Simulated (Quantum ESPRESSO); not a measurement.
# FePt (Tetraferroplatinum): magnetism against volume

How does volume change the magnetic state of FePt (Tetraferroplatinum)?

Calculated with Quantum ESPRESSO 7.5; PBE; plane waves with GBRV 1.5 PBE potentials, no spin-orbit coupling.

## Step 1: Set-up

It takes space group P4/mmm (No. 123, tetragonal). Conventional cell: a = 2.724 Å, b = 2.724 Å, c = 3.720 Å, α = 90.00°, β = 90.00°, γ = 90.00°. Nearest to Fe lie 8 Pt at 2.68 Å and 4 Fe at 2.72 Å. Nearest to Pt lie 8 Fe at 2.68 Å and 4 Pt at 2.72 Å. Farther neighbours are not listed.

The cell comes from the Crystallography Open Database.

## Step 2: Volume 0.92, ferro +

All lengths scale alike; the factor is that of the volume. Atoms keep their fractional places. Seeded atoms are those given a starting moment.

pw.in reads:

```
&CONTROL
  calculation = 'scf'
  prefix = 'pwscf'
  outdir = './tmp'
  pseudo_dir = './pseudo'
  disk_io = 'nowf'
  tprnfor = .true.
  tstress = .true.
/
&SYSTEM
  ibrav = 0
  nat = 2
  ntyp = 2
  ecutwfc = 40
  ecutrho = 280
  nbnd = 24
  occupations = 'smearing'
  smearing = 'fd'
  degauss = 0.00367493
  nspin = 2
  starting_magnetization(1) = 0.175
  starting_magnetization(2) = 0
/
&ELECTRONS
  conv_thr = 4d-09
  electron_maxstep = 150
  mixing_beta = 0.3
/
ATOMIC_SPECIES
Fe     55.8450 fe_pbe_v1.5.uspp.F.UPF
Pt    195.0840 pt_pbe_v1.4.uspp.F.UPF
CELL_PARAMETERS bohr
   5.0055928593    0.0000000000    0.0000000000
   0.0000000000    5.0055928593    0.0000000000
   0.0000000000    0.0000000000    6.8370866299
ATOMIC_POSITIONS crystal
Fe      0.0000000000    0.0000000000    0.0000000000
Pt      0.5000000000    0.5000000000    0.5000000000
K_POINTS automatic
10 10 10 0 0 0
```

Launch:

```
OMP_NUM_THREADS=1 mpirun -n 2 pw.x -nk 2 -in pw.in > pw.out
```

The program printed:

```text
Program PWSCF v.7.5 starts

     Message from routine setup:
     using ibrav=0 with symmetry is DISCOURAGED, use correct ibrav instead

     K-points division:     npool     =       2
     Subspace diagonalization in iterative solution of the eigenvalue problem:

     bravais-lattice index     =            0
     lattice parameter (alat)  =       5.0056  a.u.
     unit-cell volume          =     171.3098 (a.u.)^3
     number of atoms/cell      =            2
     number of atomic types    =            2
     number of electrons       =        32.00
     number of Kohn-Sham states=           24
     kinetic-energy cutoff     =      40.0000  Ry
     charge density cutoff     =     280.0000  Ry
     scf convergence threshold =      4.0E-09
     mixing beta               =       0.3000
     number of iterations used =            8  plain     mixing
     Exchange-correlation=  SLA  PW   PBX  PBC
                           (   1   4   3   4   0   0   0)

     celldm(1)=   5.005593  celldm(2)=   0.000000  celldm(3)=   0.000000
     celldm(4)=   0.000000  celldm(5)=   0.000000  celldm(6)=   0.000000

     crystal axes: (cart. coord. in units of alat)
               a(1) = (   1.000000   0.000000   0.000000 )
               a(2) = (   0.000000   1.000000   0.000000 )
               a(3) = (   0.000000   0.000000   1.365889 )

     reciprocal axes: (cart. coord. in units 2 pi/alat)
               b(1) = (  1.000000  0.000000  0.000000 )
               b(2) = (  0.000000  1.000000  0.000000 )
               b(3) = (  0.000000  0.000000  0.732124 )

     PseudoPot. # 1 for Fe read from file:
     fe_pbe_v1.5.uspp.F.UPF
     Pseudo is Ultrasoft + core correction, Zval = 16.0

     PseudoPot. # 2 for Pt read from file:
     pt_pbe_v1.4.uspp.F.UPF
     Pseudo is Ultrasoft + core correction, Zval = 16.0

     atomic species   valence    mass     pseudopotential
     Fe               16.00    55.84500     Fe( 1.00)
     Pt               16.00   195.08400     Pt( 1.00)

     Starting magnetic structure
     atomic species   magnetization
     Fe              0.175
     Pt              0.000

     16 Sym. Ops., with inversion, found

   Cartesian axes

     site n.     atom                  positions (alat units)
         1        Fe     tau(   1) = (   0.0000000   0.0000000   0.0000000  )
         2        Pt     tau(   2) = (   0.5000000   0.5000000   0.6829447  )

     number of k points=   126  Fermi-Dirac smearing, width (Ry)=  0.0037

     Number of k-points >= 100: set verbosity='high' to print them.

     Dense  grid:    13501 G-vectors     FFT dimensions: (  27,  27,  40)

     Smooth grid:     5839 G-vectors     FFT dimensions: (  24,  24,  27)

     Check: negative core charge=   -0.000029
     Generating pointlists ...
     new r_m :   0.4055 (alat units)  2.0298 (a.u.) for type    1
     new r_m :   0.4055 (alat units)  2.0298 (a.u.) for type    2

     Initial potential from superposition of free atoms

     starting charge      30.5000, renormalised to      32.0000

     negative rho (up, down):  9.786E-02 9.795E-02
     Starting wfcs are   25 randomized atomic wfcs

     Self-consistent Calculation

     iteration #  1     ecut=    40.00 Ry     beta= 0.30
     Davidson diagonalization with overlap
     ethr =  1.00E-02,  avg # of iterations =  4.3

     negative rho (up, down):  9.100E-02 9.099E-02

     total energy              =    -458.94342528 Ry
     estimated scf accuracy    <       7.22187761 Ry

     total magnetization       =     0.81 Bohr mag/cell
     absolute magnetization    =     0.97 Bohr mag/cell

     iteration #  2     ecut=    40.00 Ry     beta= 0.30
     Davidson diagonalization with overlap
     ethr =  1.00E-02,  avg # of iterations =  2.1

     negative rho (up, down):  9.168E-02 9.167E-02

     total energy              =    -460.12171419 Ry
     estimated scf accuracy    <      11.57251357 Ry

     total magnetization       =     0.81 Bohr mag/cell
     absolute magnetization    =     0.91 Bohr mag/cell

     [... further iterations left out ...]

     iteration # 13     ecut=    40.00 Ry     beta= 0.30
     Davidson diagonalization with overlap
     ethr =  6.67E-10,  avg # of iterations =  1.6

     negative rho (up, down):  9.103E-02 8.690E-02

     total energy              =    -461.06390754 Ry
     estimated scf accuracy    <       0.00000001 Ry

     total magnetization       =     3.25 Bohr mag/cell
     absolute magnetization    =     3.40 Bohr mag/cell

     iteration # 14     ecut=    40.00 Ry     beta= 0.30
     Davidson diagonalization with overlap
     ethr =  3.94E-11,  avg # of iterations =  1.7

     negative rho (up, down):  9.103E-02 8.690E-02

     Magnetic moment per site  (integrated on atomic sphere of radius R)
     atom   1 (R=0.406)  charge= 14.6950  magn=  2.8779
     atom   2 (R=0.406)  charge= 13.6315  magn=  0.4149

     End of self-consistent calculation

     Number of k-points >= 100: set verbosity='high' to print the bands.

     the Fermi energy is    22.1584 ev

!    total energy              =    -461.06390757 Ry
     estimated scf accuracy    <          1.3E-09 Ry
     smearing contrib. (-TS)   =      -0.00074339 Ry
     internal energy E=F+TS    =    -461.06316418 Ry

     The total energy is F=E-TS. E is the sum of the following terms:
     one-electron contribution =    -130.15924718 Ry
     hartree contribution      =      90.91192087 Ry
     xc contribution           =     -86.34682730 Ry
     ewald contribution        =    -335.46901057 Ry

     total magnetization       =     3.25 Bohr mag/cell
     absolute magnetization    =     3.40 Bohr mag/cell

     convergence has been achieved in  14 iterations

     negative rho (up, down):  9.103E-02 8.690E-02

     Forces acting on atoms (cartesian axes, Ry/au):

     atom    1 type  1   force =     0.00000000    0.00000000    0.00000000
     atom    2 type  2   force =     0.00000000    0.00000000    0.00000000

     Total force =     0.000000     Total SCF correction =     0.000000

     Computing stress (Cartesian axis) and pressure

     negative rho (up, down):  9.103E-02 8.690E-02
          total   stress  (Ry/bohr**3)                   (kbar)     P=      260.76
   0.00178030   0.00000000   0.00000000          261.89        0.00        0.00
   0.00000000   0.00178030   0.00000000            0.00      261.89        0.00
   0.00000000   0.00000000   0.00175714            0.00        0.00      258.48

=------------------------------------------------------------------------------=
   JOB DONE.
=------------------------------------------------------------------------------=
```

Wall time 25 s (2 MPI ranks of Intel Xeon 6975P-C (Granite Rapids), shared host); peak memory 0.24 GiB.

Spin moment in the atom's sphere by atom:

```
atom  spin moment in the atom's sphere (μB)
 Fe1                                   2.88
 Pt2                                   0.41
```

This step gave:

- smearing term TS: 0.01011 eV
- pressure: 26.08 GPa
- magnetization: 3.247 μB
- absolute magnetization: 3.398 μB
- final state: ferromagnetic

## Step 3: Volume 0.92, antiferro q=(0,1/2,0) +-

The wavevector q is in fractions of the reciprocal vectors of the crystal's primitive cell, as the cells of these inputs are built from it; moments change sign between cells as cos(2π q·R).

pw.in reads:

```
&CONTROL
  calculation = 'scf'
  prefix = 'pwscf'
  outdir = './tmp'
  pseudo_dir = './pseudo'
  disk_io = 'nowf'
  tprnfor = .true.
  tstress = .true.
/
&SYSTEM
  ibrav = 0
  nat = 4
  ntyp = 3
  ecutwfc = 40
  ecutrho = 280
  nbnd = 42
  occupations = 'smearing'
  smearing = 'fd'
  degauss = 0.00367493
  nspin = 2
  starting_magnetization(1) = 0.175
  starting_magnetization(2) = -0.175
  starting_magnetization(3) = 0
/
&ELECTRONS
  conv_thr = 8d-09
  electron_maxstep = 150
  mixing_beta = 0.3
/
ATOMIC_SPECIES
Fe1    55.8450 fe_pbe_v1.5.uspp.F.UPF
Fe2    55.8450 fe_pbe_v1.5.uspp.F.UPF
Pt    195.0840 pt_pbe_v1.4.uspp.F.UPF
CELL_PARAMETERS bohr
   5.0055928593    0.0000000000    0.0000000000
   0.0000000000   10.0111857186    0.0000000000
   0.0000000000    0.0000000000    6.8370866299
ATOMIC_POSITIONS crystal
Fe1     0.0000000000    0.0000000000    0.0000000000
Fe2     0.0000000000    0.5000000000    0.0000000000
Pt      0.5000000000    0.2500000000    0.5000000000
Pt      0.5000000000    0.7500000000    0.5000000000
K_POINTS automatic
10 5 10 0 0 0
```

The program printed:

```text
     [... lines left out ...]
Program PWSCF v.7.5 starts
     [... lines left out ...]
     number of atoms/cell      =            4
     [... lines left out ...]
     number of electrons       =        64.00
     number of Kohn-Sham states=           42
     kinetic-energy cutoff     =      40.0000  Ry
     charge density cutoff     =     280.0000  Ry
     scf convergence threshold =      8.0E-09
     [... lines left out ...]
      8 Sym. Ops., with inversion, found
     [... lines left out ...]
     number of k points=   108  Fermi-Dirac smearing, width (Ry)=  0.0037
     [... lines left out ...]
     iteration # 16     ecut=    40.00 Ry     beta= 0.30
     [... lines left out ...]
     Magnetic moment per site  (integrated on atomic sphere of radius R)
     atom   1 (R=0.406)  charge= 14.7002  magn=  2.7535
     atom   2 (R=0.406)  charge= 14.7002  magn= -2.7535
     atom   3 (R=0.406)  charge= 13.6181  magn= -0.0000
     atom   4 (R=0.406)  charge= 13.6181  magn= -0.0000
     [... lines left out ...]
     the Fermi energy is    22.3512 ev
!    total energy              =    -922.12829563 Ry
     estimated scf accuracy    <          6.4E-09 Ry
     smearing contrib. (-TS)   =      -0.00211057 Ry
     [... lines left out ...]
     total magnetization       =    -0.00 Bohr mag/cell
     absolute magnetization    =     5.89 Bohr mag/cell
     convergence has been achieved in  16 iterations
     [... lines left out ...]
     Total force =     0.000005     Total SCF correction =     0.000049
     [... lines left out ...]
          total   stress  (Ry/bohr**3)                   (kbar)     P=      227.67
     [... lines left out ...]
```

It took 85 s on 2 MPI ranks; peak memory 0.43 GiB; 2.8 min of CPU time.

Spin moment in the atom's sphere by atom:

```
atom  spin moment in the atom's sphere (μB)
 Fe1                                   2.75
 Fe2                                  -2.75
 Pt3                                   0.00
 Pt4                                   0.00
```

This step gave:

- smearing term TS: 0.02872 eV
- pressure: 22.77 GPa
- magnetization: 0 μB
- absolute magnetization: 5.889 μB
- final state: antiferromagnetic

## Step 4: Volume 0.92, no spin polarisation

pw.in reads:

```
&CONTROL
  calculation = 'scf'
  prefix = 'pwscf'
  outdir = './tmp'
  pseudo_dir = './pseudo'
  disk_io = 'nowf'
  tprnfor = .true.
  tstress = .true.
/
&SYSTEM
  ibrav = 0
  nat = 2
  ntyp = 2
  ecutwfc = 40
  ecutrho = 280
  nbnd = 23
  occupations = 'smearing'
  smearing = 'fd'
  degauss = 0.00367493
/
&ELECTRONS
  conv_thr = 4d-09
  electron_maxstep = 150
  mixing_beta = 0.3
/
ATOMIC_SPECIES
Fe     55.8450 fe_pbe_v1.5.uspp.F.UPF
Pt    195.0840 pt_pbe_v1.4.uspp.F.UPF
CELL_PARAMETERS bohr
   5.0055928593    0.0000000000    0.0000000000
   0.0000000000    5.0055928593    0.0000000000
   0.0000000000    0.0000000000    6.8370866299
ATOMIC_POSITIONS crystal
Fe      0.0000000000    0.0000000000    0.0000000000
Pt      0.5000000000    0.5000000000    0.5000000000
K_POINTS automatic
10 10 10 0 0 0
```

The program printed:

```text
     [... lines left out ...]
Program PWSCF v.7.5 starts
     [... lines left out ...]
     number of atoms/cell      =            2
     [... lines left out ...]
     number of electrons       =        32.00
     number of Kohn-Sham states=           23
     kinetic-energy cutoff     =      40.0000  Ry
     charge density cutoff     =     280.0000  Ry
     scf convergence threshold =      4.0E-09
     [... lines left out ...]
     16 Sym. Ops., with inversion, found
     [... lines left out ...]
     number of k points=   126  Fermi-Dirac smearing, width (Ry)=  0.0037
     [... lines left out ...]
     iteration # 14     ecut=    40.00 Ry     beta= 0.30
     [... lines left out ...]
     the Fermi energy is    22.0675 ev
!    total energy              =    -461.02369582 Ry
     estimated scf accuracy    <          3.9E-10 Ry
     smearing contrib. (-TS)   =      -0.00217560 Ry
     [... lines left out ...]
     convergence has been achieved in  14 iterations
     [... lines left out ...]
     Total force =     0.000000     Total SCF correction =     0.000000
     [... lines left out ...]
          total   stress  (Ry/bohr**3)                   (kbar)     P=       62.21
     [... lines left out ...]
```

The job ended after 12 s (2 MPI ranks; peak memory 0.2 GiB; 24 s of CPU time).

Read from the output:

```
smearing term TS : 0.02960 eV
pressure         : 6.221 GPa
final state      : non-magnetic (no spin polarisation)
```

## Step 5: Volume 1.08, ferro +

Edit pw.in of step 4 so:

```diff
@@ -15,3 +15,3 @@
   ecutrho = 280
-  nbnd = 23
+  nbnd = 24
   occupations = 'smearing'
@@ -19,2 +19,5 @@
   degauss = 0.00367493
+  nspin = 2
+  starting_magnetization(1) = 0.175
+  starting_magnetization(2) = 0
 /
@@ -29,5 +32,5 @@
 CELL_PARAMETERS bohr
-   5.0055928593    0.0000000000    0.0000000000
-   0.0000000000    5.0055928593    0.0000000000
-   0.0000000000    0.0000000000    6.8370866299
+   5.2804082203    0.0000000000    0.0000000000
+   0.0000000000    5.2804082203    0.0000000000
+   0.0000000000    0.0000000000    7.2124540406
 ATOMIC_POSITIONS crystal
```

The program printed:

```text
     [... lines left out ...]
Program PWSCF v.7.5 starts
     [... lines left out ...]
     number of atoms/cell      =            2
     [... lines left out ...]
     number of electrons       =        32.00
     number of Kohn-Sham states=           24
     kinetic-energy cutoff     =      40.0000  Ry
     charge density cutoff     =     280.0000  Ry
     scf convergence threshold =      4.0E-09
     [... lines left out ...]
     16 Sym. Ops., with inversion, found
     [... lines left out ...]
     number of k points=   126  Fermi-Dirac smearing, width (Ry)=  0.0037
     [... lines left out ...]
     iteration # 15     ecut=    40.00 Ry     beta= 0.30
     [... lines left out ...]
     Magnetic moment per site  (integrated on atomic sphere of radius R)
     atom   1 (R=0.406)  charge= 14.7346  magn=  3.1337
     atom   2 (R=0.406)  charge= 13.9563  magn=  0.3990
     [... lines left out ...]
     the Fermi energy is    18.1466 ev
!    total energy              =    -461.07454228 Ry
     estimated scf accuracy    <          6.5E-10 Ry
     smearing contrib. (-TS)   =      -0.00070831 Ry
     [... lines left out ...]
     total magnetization       =     3.46 Bohr mag/cell
     absolute magnetization    =     3.66 Bohr mag/cell
     convergence has been achieved in  15 iterations
     [... lines left out ...]
     Total force =     0.000000     Total SCF correction =     0.000000
     [... lines left out ...]
          total   stress  (Ry/bohr**3)                   (kbar)     P=     -109.88
     [... lines left out ...]
```

It took 28 s on 2 MPI ranks; peak memory 0.26 GiB; 56 s of CPU time.

This step gave:

| Item | Value |
| --- | --- |
| smearing term TS | 0.009637 eV |
| pressure | -10.99 GPa |
| magnetization | 3.456 μB |
| absolute magnetization | 3.663 μB |
| final state | ferromagnetic |
| largest moment | 3.134 μB |

(Part 1 of 2 ends here.)

[Logs and program files are shortened in this print: banners, set-up blocks, solver, clock and traceback lines can be left out without a mark of their own.]

[Logs are printed without paths, hosts, clocks, repeated set-up lines and the standing remarks that a program may print on its own settings, such as how far it seeks lower states.]

[Hosts, paths, dates, database ids (printed as entryN), source tags and the programs' standing remarks are cut or masked in the printed files.]

[Where a cell is said to come from a database of computed structures, the database is the Materials Project.]
